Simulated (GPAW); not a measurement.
# TaN: optical spectrum from first principles

Aim: the dielectric function of TaN, and the optical constants that follow from it.

Main program and level: GPAW 26.7.0; DFT, PBE, plane-wave PAW (GPAW data sets), scalar-relativistic, RPA, optical limit.

## (1) The structure

Symmetry: Fm-3m, No. 225, cubic system. Conventional cell: a = 4.358 Å, b = 4.358 Å, c = 4.358 Å, α = 90.00°, β = 90.00°, γ = 90.00°. Ta has 6 N at 2.18 Å nearest. Nearest to N lie 6 Ta at 2.18 Å. Farther neighbours and most contacts between anions are not listed.

As a file:

```cif
data_structure
_symmetry_space_group_name_H-M 'Fm-3m'
_symmetry_Int_Tables_number 225
_cell_length_a 4.3580
_cell_length_b 4.3580
_cell_length_c 4.3580
_cell_angle_alpha 90.000
_cell_angle_beta 90.000
_cell_angle_gamma 90.000
_cell_volume 82.77
loop_
_atom_site_label
_atom_site_type_symbol
_atom_site_symmetry_multiplicity
_atom_site_Wyckoff_symbol
_atom_site_fract_x
_atom_site_fract_y
_atom_site_fract_z
_atom_site_occupancy
Ta1 Ta 4 b 0.50000 0.00000 0.00000 1
N1 N 4 a 0.00000 0.00000 0.00000 1
```

## (2) Ground state

The self-consistent density comes first; it also tells whether there is a gap, which decides the occupations and the need for a Drude term.

This step: DFT, PBE, plane-wave PAW (GPAW data sets), scalar-relativistic, ground state (GPAW 26.7.0).

gs.py

```python
from ase import Atoms
from ase.dft.bandgap import bandgap
from gpaw import GPAW, PW, FermiDirac

atoms = Atoms(['Ta', 'N'],
              cell=[[0.000000000000, 2.179000000000, 2.179000000000],
                    [2.179000000000, 0.000000000000, 2.179000000000],
                    [2.179000000000, 2.179000000000, 0.000000000000]],
              scaled_positions=[[0.500000000000, 0.500000000000, 0.500000000000],
                                [0.000000000000, 0.000000000000, 0.000000000000]],
              pbc=[True, True, True])
atoms.calc = GPAW(mode=PW(500), xc='PBE', kpts={'size': (10, 10, 10), 'gamma': True},
                  occupations=FermiDirac(0.05), maxiter=150, txt='gs.txt')
print('energy (eV)', atoms.get_potential_energy())
print('Fermi level (eV)', atoms.calc.get_fermi_level())
print('valence electrons', atoms.calc.get_number_of_electrons())
print('gap (eV)', bandgap(atoms.calc, output=None)[0])
print('direct gap (eV)', bandgap(atoms.calc, direct=True, output=None)[0])
atoms.calc.write('gs.gpw')
```

Launch:

```
$ OMP_NUM_THREADS=1 python gs.py
```

Numbers of over 12 decimals in the logs are rounded to 6 here.

Output:

```text
__  _  _
 | _ |_)|_||  |
 |__||  | ||/\| - 26.7.0

Versions:
  Python: 3.12.14
  ASE:    3.29.0
  Numpy:  2.5.5
  Scipy:  1.18.1
  Libxc:  7.0.0

Input parameters:
  mode=PW(ecut=500.0),
  kpts=MonkhorstPack(size=(10, 10, 10), gamma=True),
  maxiter=150,
  occupations=Occupations(name='fermi-dirac', width=0.05, fixmagmom=False),
  xc=XC(name='PBE')

Diagonalizing LCAO Hamiltonian
Converting LCAO to pw mode

              Ta

       N

Atoms  # Å, Bohr magnetons
|   | symbol |        x |        y |        z |    initial magnetic moments |
| 0 |     Ta | 2.179000 | 2.179000 | 2.179000 | ( 0.0000,  0.0000,  0.0000) |
| 1 |      N | 0.000000 | 0.000000 | 0.000000 | ( 0.0000,  0.0000,  0.0000) |

Unit cell  # Å
| periodic |        x |        y |        z |  lengths |    angles |
|      yes | 0.000000 | 2.179000 | 2.179000 | 3.081571 | 60.000000 |
|      yes | 2.179000 | 0.000000 | 2.179000 | 3.081571 | 60.000000 |
|      yes | 2.179000 | 2.179000 | 0.000000 | 3.081571 | 60.000000 |

Number of symmetries: 48
Symmetry operations  # r_c * U_cc + t_c -> r_c
|    | kind |            matrix            |
|  0 |  σ   |  1, 0, 0,  1, 0,-1,  1,-1, 0 |
|  1 |  C2  |  1, 0, 0,  1,-1, 0,  1, 0,-1 |
|  2 |  E   |  1, 0, 0,  0, 1, 0,  0, 0, 1 |
|  3 |  σ   |  1, 0, 0,  0, 0, 1,  0, 1, 0 |
|  4 |  C4  |  1, 0,-1,  1, 0, 0,  1,-1, 0 |
|  5 |  S6  |  1, 0,-1,  1,-1, 0,  1, 0, 0 |
|  6 |  σ   |  1, 0,-1,  0, 1,-1,  0, 0,-1 |
|  7 |  C3  |  1, 0,-1,  0, 0,-1,  0, 1,-1 |
|  8 |  S6  |  1,-1, 0,  1, 0, 0,  1, 0,-1 |
|  9 |  C4  |  1,-1, 0,  1, 0,-1,  1, 0, 0 |
| 10 |  C3  |  1,-1, 0,  0,-1, 1,  0,-1, 0 |
| 11 |  σ   |  1,-1, 0,  0,-1, 0,  0,-1, 1 |
| 12 |  σ   |  0, 1, 0,  1, 0, 0,  0, 0, 1 |
| 13 |  C4  |  0, 1, 0,  0, 1,-1, -1, 1, 0 |
| 14 |  C3  |  0, 1, 0,  0, 0, 1,  1, 0, 0 |
| 15 |  S6  |  0, 1, 0, -1, 1, 0,  0, 1,-1 |
| 16 |  C2  |  0, 1,-1,  1, 0,-1,  0, 0,-1 |
| 17 |  σ   |  0, 1,-1,  0, 1, 0, -1, 1, 0 |
| 18 |  S4  |  0, 1,-1,  0, 0,-1,  1, 0,-1 |
| 19 |  C4  |  0, 1,-1, -1, 1, 0,  0, 1, 0 |
| 20 |  C3  |  0, 0, 1,  1, 0, 0,  0, 1, 0 |
| 21 |  σ   |  0, 0, 1,  0, 1, 0,  1, 0, 0 |
| 22 |  S6  |  0, 0, 1,  0,-1, 1, -1, 0, 1 |
| 23 |  C4  |  0, 0, 1, -1, 0, 1,  0,-1, 1 |
| 24 |  S4  |  0, 0,-1,  1, 0,-1,  0, 1,-1 |
| 25 |  C3  |  0, 0,-1,  0, 1,-1,  1, 0,-1 |
| 26 |  C2  |  0, 0,-1,  0,-1, 0, -1, 0, 0 |
| 27 |  S6  |  0, 0,-1, -1, 0, 0,  0,-1, 0 |
| 28 |  S4  |  0,-1, 1,  1,-1, 0,  0,-1, 0 |
| 29 |  C4  |  0,-1, 1,  0, 0, 1, -1, 0, 1 |
| 30 |  C2  |  0,-1, 1,  0,-1, 0,  1,-1, 0 |
| 31 |  σ   |  0,-1, 1, -1, 0, 1,  0, 0, 1 |
| 32 |  C3  |  0,-1, 0,  1,-1, 0,  0,-1, 1 |
| 33 |  S6  |  0,-1, 0,  0, 0,-1, -1, 0, 0 |
| 34 |  S4  |  0,-1, 0,  0,-1, 1,  1,-1, 0 |
| 35 |  C2  |  0,-1, 0, -1, 0, 0,  0, 0,-1 |
| 36 |  C2  | -1, 1, 0,  0, 1, 0,  0, 1,-1 |
| 37 |  S6  | -1, 1, 0,  0, 1,-1,  0, 1, 0 |
| 38 |  S4  | -1, 1, 0, -1, 0, 1, -1, 0, 0 |
| 39 |  C3  | -1, 1, 0, -1, 0, 0, -1, 0, 1 |
| 40 |  S6  | -1, 0, 1,  0, 0, 1,  0,-1, 1 |
| 41 |  C2  | -1, 0, 1,  0,-1, 1,  0, 0, 1 |
| 42 |  C3  | -1, 0, 1, -1, 1, 0, -1, 0, 0 |
| 43 |  S4  | -1, 0, 1, -1, 0, 0, -1, 1, 0 |
| 44 |  C2  | -1, 0, 0,  0, 0,-1,  0,-1, 0 |
| 45 |  i   | -1, 0, 0,  0,-1, 0,  0, 0,-1 |
| 46 |  σ   | -1, 0, 0, -1, 1, 0, -1, 0, 1 |
| 47 |  C2  | -1, 0, 0, -1, 0, 1, -1, 1, 0 |

BZ-sampling:
  Number of BZ points: 1000
  Number of IBZ points: 47

  Monkhorst-Pack size: [10, 10, 10]
  Monkhorst-Pack shift: [0.05, 0.05, 0.05]

K-points  # in reciprocal-cell coordinates
|     |                                coordinates |     weight |
|   0 | (  0.00000000,   0.00000000,   0.00000000) | 0.00100000 |
|   1 | (  0.10000000,   0.10000000,   0.00000000) | 0.00600000 |
|   2 | (  0.10000000,   0.10000000,   0.10000000) | 0.00800000 |
|   3 | (  0.20000000,   0.10000000,   0.10000000) | 0.01200000 |
|   4 | (  0.20000000,   0.20000000,   0.00000000) | 0.00600000 |
|   5 | (  0.20000000,   0.20000000,   0.10000000) | 0.02400000 |
|   6 | (  0.20000000,   0.20000000,   0.20000000) | 0.00800000 |
|   7 | (  0.30000000,   0.20000000,   0.10000000) | 0.02400000 |
|   8 | (  0.30000000,   0.20000000,   0.20000000) | 0.02400000 |
|   9 | (  0.30000000,   0.30000000,   0.00000000) | 0.00600000 |
| ... |                                            |            |
|  46 | (  0.50000000,   0.50000000,   0.50000000) | 0.00400000 |

Plane wave coefficients: 544
Cutoff: 500.0 eV

Spin-components: 1 (collinear spins)
Bands:           15
Projectors:      11
Spin-degeneracy: 2
Datatype:        complex128

Parallelization:
  kpt:    1
  domain: 1
  band:   1

Density:
  Valence electrons: 18.0
  Components: 1
  Grid points: [16 16 16]
  Charge: 0.0  # |e|

Potential:
  Grid points: [16 16 16]

species:
  Ta:
    name:    Tantalum
    id:
    Z:       73.0
    valence: 13
    core:    60
    charge:  0.0  # [|e|]
    compensation charges:
      type: gauss
      rc: 0.42  # [Å]
      lmax: 2
    cutoffs:
      filter: 2.36  # [Å]
      core: 3.45  # [Å]
    projectors
    | kind |    occ | energy [eV] | rcut [Å] |
    |   5s |  2.000 |     -72.790 |    1.365 |
    |   6s |  2.000 |      -5.429 |    1.365 |
    |   5p |  6.000 |     -39.427 |    1.349 |
    |   6p |  0.000 |      -1.396 |    1.349 |
    |   5d |  3.000 |      -3.603 |    1.307 |
    |    d |        |      23.609 |    1.307 |

    Using partial waves for Ta as LCAO basis

  N:
    name:    Nitrogen
    id:
    Z:       7.0
    valence: 5
    core:    2
    charge:  0.0  # [|e|]
    compensation charges:
      type: gauss
      rc: 0.18  # [Å]
      lmax: 2
    cutoffs:
      filter: 1.11  # [Å]
      core: 0.96  # [Å]
    projectors
    | kind |    occ | energy [eV] | rcut [Å] |
    |   2s |  2.000 |     -18.583 |    0.603 |
    |   2p |  3.000 |      -7.089 |    0.529 |
    |    s |        |       8.629 |    0.603 |
    |    p |        |      20.123 |    0.529 |
    |    d |        |       0.000 |    0.577 |

    Using partial waves for N as LCAO basis

Reference energy: -425654.162905  # eV

eigensolver:
  PPCG
  Converge bands: occupied
  niter=2

density mixing:
  MSR1-Mixer
  Pratt-step length: 0.05
  Maximum mixing coefficient: 0.75
  Old densities: 10
  SVD Regularization: 0.005
  Good broyden scale: 1.0
  Trust region scale: 1.0
  Backstep threshold: 4.0
  History deletion threshold: 6.0
  Fourier metric: weight=20.0, sigma=0.015

occupation numbers:
  Fermi-Dirac:
    width: 0.0500  # eV

poisson solver:
  ecut: 4000.0  # eV

xc functional:
  name: PBE with 2 nearest neighbor stencil

convergence criteria:
- Maximum [total energy] change in last 3 cyles: 0.0005 eV / valence electron
- Maximum integral of absolute [dens]ity change: 0.0001 electrons / valence electron
- Maximum integral of absolute [eigenst]ate change: 4e-08 eV^2 / valence electron
maximum number of iterations: 150

SCF iterations
|iter     |      energy | eigst |  dens |
|iter:   1||  -20.912262 | +0.33 |       |
|iter:   2||  -20.455763 | -1.99 | -0.96 |
|iter:   3||  -19.347573 | -0.93 | -1.03 |
|iter:   4||  -19.355849 | -2.86 | -1.74 |
|iter:   5||  -19.362965 | -3.14 | -1.96 |
|iter:   6||  -19.362958c| -4.81 | -3.03 |
|iter:   7||  -19.362969c| -6.63 | -3.63 |
|iter:   8||  -19.362970c| -7.25 | -4.16c|
|iter:   9||  -19.362970c| -9.13c| -5.45c|

Converged in 9 steps
SCF loop duration: 5.690 s (0.632 s/step)
Energy contributions relative to reference atoms: (reference = -425654.162905)

Energy contributions:
  Kinetic:          20.551801
  Coulomb:         -19.401309
  Zero:             -0.201057
  External:          0.000000
  Xc:              -20.309532
  Entropy:          -0.005748
  Spinorbit:         0.000000
  ----------------------------
  Free energy:     -19.365844
  Extrapolated:    -19.362970

dipole moment: (-10.842636, -10.842636, -10.842636)  # |e|*Ang

Fermi level: 16.082
Eigenvalues  # (at kpt = [0.000, 0.000, 0.000])
| band index |      eig [eV] | occ [0-2] |
|          0 |       -53.268 |     2.000 |
|        ... |               |           |
|          3 |       -19.705 |     2.000 |
|          4 |        -3.069 |     2.000 |
|          5 |        12.158 |     2.000 |
|          6 |        12.158 |     2.000 |
|          7 |        12.158 |     2.000 |
|          8 |        13.874 |     2.000 |
|          9 |        13.874 |     2.000 |
|         10 |        13.874 |     2.000 |
|         11 |        16.121 |     0.634 |
|         12 |        16.121 |     0.634 |
|         13 |        17.762 |     0.000 |
|         14 |        40.595 |     0.000 |

No gap
No difference between direct/indirect transitions

--- standard output ---
energy (eV) -19.362970
Fermi level (eV) 16.082390
valence electrons 18.0
gap (eV) 0.0
direct gap (eV) 0.0
```

Wall time 8 s (1 thread of Arm Neoverse V1, shared host); peak memory 0.13 GiB.

Numbers from this step:

```
energy       : -19.36 eV
Fermi energy : 16.08 eV
electrons    : 18
```

There are states at the Fermi level within the smearing, so the occupations stay smeared and the carriers get a Drude term.

## (3) Bands for the response

The response needs many more empty bands than the density does.

This step: DFT, PBE, plane-wave PAW (GPAW data sets), scalar-relativistic, bands at fixed density (GPAW 26.7.0).

nscf.py

```python
from ase.dft.bandgap import bandgap
from gpaw import GPAW, FermiDirac

calc = GPAW('gs.gpw').fixed_density(kpts={'size': (18, 18, 18), 'gamma': True}, nbands=35, convergence={'bands': 29},
                                    occupations=FermiDirac(0.05), txt='nscf.txt')
print('gap (eV)', bandgap(calc, output=None)[0])
print('direct gap (eV)', bandgap(calc, direct=True, output=None)[0])
print('top band over the Fermi level (eV)', min(calc.get_eigenvalues(kpt=k)[28] for k in range(len(calc.get_ibz_k_points()))) - calc.get_fermi_level())
calc.write('full.gpw', mode='all')
```

Launch:

```
$ OMP_NUM_THREADS=1 python nscf.py
```

Output:

```text
Diagonalizing LCAO Hamiltonian
Converting LCAO to pw mode
convergence criteria:
- Maximum integral of absolute [eigenst]ate change: 4e-08 eV^2 / valence electron
maximum number of iterations: 150

SCF iterations
|iter     |      energy | eigst |  dens |
|iter:   1||             | +3.21 |       |
|iter:   2||             | +1.31 |       |
|iter:   3||             | -0.32 |       |
|iter:   4||             | -1.84 |       |
|iter:   5||             | -3.49 |       |
|iter:   6||             | -4.97 |       |
|iter:   7||             | -6.49 |       |
|iter:   8||             | -7.35 |       |
|iter:   9||             | -8.02c|       |
SCF steps: 9
  __  _  _
 | _ |_)|_||  |
 |__||  | ||/\| - 26.7.0

Versions:
  Python: 3.12.14
  ASE:    3.29.0
  Numpy:  2.5.5
  Scipy:  1.18.1
  Libxc:  7.0.0

Input parameters:
  mode=PW(ecut=500.0),
  convergence={'bands': 29},
  gpts=array([16, 16, 16]),
  kpts=MonkhorstPack(size=(18, 18, 18), gamma=True),
  maxiter=150,
  nbands=35,
  occupations=Occupations(name='fermi-dirac', width=0.05, fixmagmom=False),
  parallel={},
  xc=XC(name='PBE')

--- standard output ---
gap (eV) 0.0
direct gap (eV) 0.0
top band over the Fermi level (eV) 37.385555
```

It took 54 s on 1 thread; peak memory 0.22 GiB.

## (4) Dielectric function, RPA

Local fields let the induced charge screen the field inside the cell, which as a rule lowers ε, most along directions where the density is uneven.

This step: DFT, PBE, plane-wave PAW (GPAW data sets), scalar-relativistic, RPA, optical limit (GPAW 26.7.0).

df.py

```python
from gpaw.response.df import DielectricFunction

df = DielectricFunction('full.gpw', frequencies={'type': 'nonlinear', 'domega0': 0.03, 'omega2': 8},
                        ecut=60,
                        eta=0.2,
                        nbands=29,
                        rate=0.05,
                        txt='df.txt')
for direction in ['x']:
    df.get_dielectric_function(xc='RPA', direction=direction, filename=f'df_{direction}.csv')
```

Launch:

```
$ OMP_NUM_THREADS=1 python df.py
```

Output:

```text
Using integrator: PointIntegrator
NonLinearFrequencyDescriptor(from 0.000 to 114.687 eV, 552 points)
Nonperiodic BCs:  [False False False]
Using integrator: PointIntegrator
NonLinearFrequencyDescriptor(from 0.000 to 114.687 eV, 552 points)
Nonperiodic BCs:  [False False False]
Using integrator: PointIntegrator

Calculating chi0 body with:
    Ground state adapter containing:
    Number of spins: 1
    Number of kpoints: 5832
    Number of irreducible kpoints: 195
    Number of completely occupied states: 8
    Number of partially occupied states: 13

    Linear response parametrization:
    q_c: [0.0, 0.0, 0.0]
    Number of frequency points: 552
    Planewave cutoff: 60.0
    Number of bands: 29
    Number of planewaves: 15
    Broadening (eta): 0.2

Integrating chi0 body.

Symmetries of q_c:
    Direct symmetries (Uq -> q): 48
    Indirect symmetries (TUq -> q): 0
In total 48 allowed symmetries.

195 groups of equivalent kpoints. 96.656379% reduction.

Integral kind: spectral function

Calculating chi0 optical extensions with:
    Ground state adapter containing:
    Number of spins: 1
    Number of kpoints: 5832
    Number of irreducible kpoints: 195
    Number of completely occupied states: 8
    Number of partially occupied states: 13

    Linear response parametrization:
    Number of frequency points: 552
    Planewave cutoff: 60.0
    Number of bands: 29
    Number of planewaves: 15
    Broadening (eta): 0.2
Integrating chi0 head and wings.

Symmetries of q_c:
    Direct symmetries (Uq -> q): 48
    Indirect symmetries (TUq -> q): 0
In total 48 allowed symmetries.

195 groups of equivalent kpoints. 96.656379% reduction.

Integral kind: spectral function wings

Calculating drude chi0 with:
    Number of frequency points:552
    Plasma frequency decay rate: 0.05 eV

    Ground state adapter containing:
    Number of spins: 1
    Number of kpoints: 5832
    Number of irreducible kpoints: 195
    Number of completely occupied states: 8
    Number of partially occupied states: 13

Symmetries of q_c:
    Direct symmetries (Uq -> q): 48
    Indirect symmetries (TUq -> q): 0
In total 48 allowed symmetries.

195 groups of equivalent kpoints. 96.656379% reduction.

Integral kind: intraband
Plasma frequency:
[[9.73+0.j 0.  -0.j 0.  +0.j]
 [0.  -0.j 9.73+0.j 0.  -0.j]
 [0.  -0.j 0.  -0.j 9.73+0.j]]
```

Wall time 14 s (1 thread); peak memory 0.23 GiB.

Numbers from this step:

- centre of weight of the strongest loss peak in the window: 25.51 eV

(Continued in part 2 of 2.)

[Machine, clock and banner lines and Python warnings are left out of the logs.]

[Logs are printed without paths, hosts, clocks, repeated set-up lines and the standing remarks that a program may print on its own settings, such as how far it seeks lower states.]

[Hosts, paths, dates, database ids (printed as entryN), source tags and the programs' standing remarks are cut or masked in the printed files.]
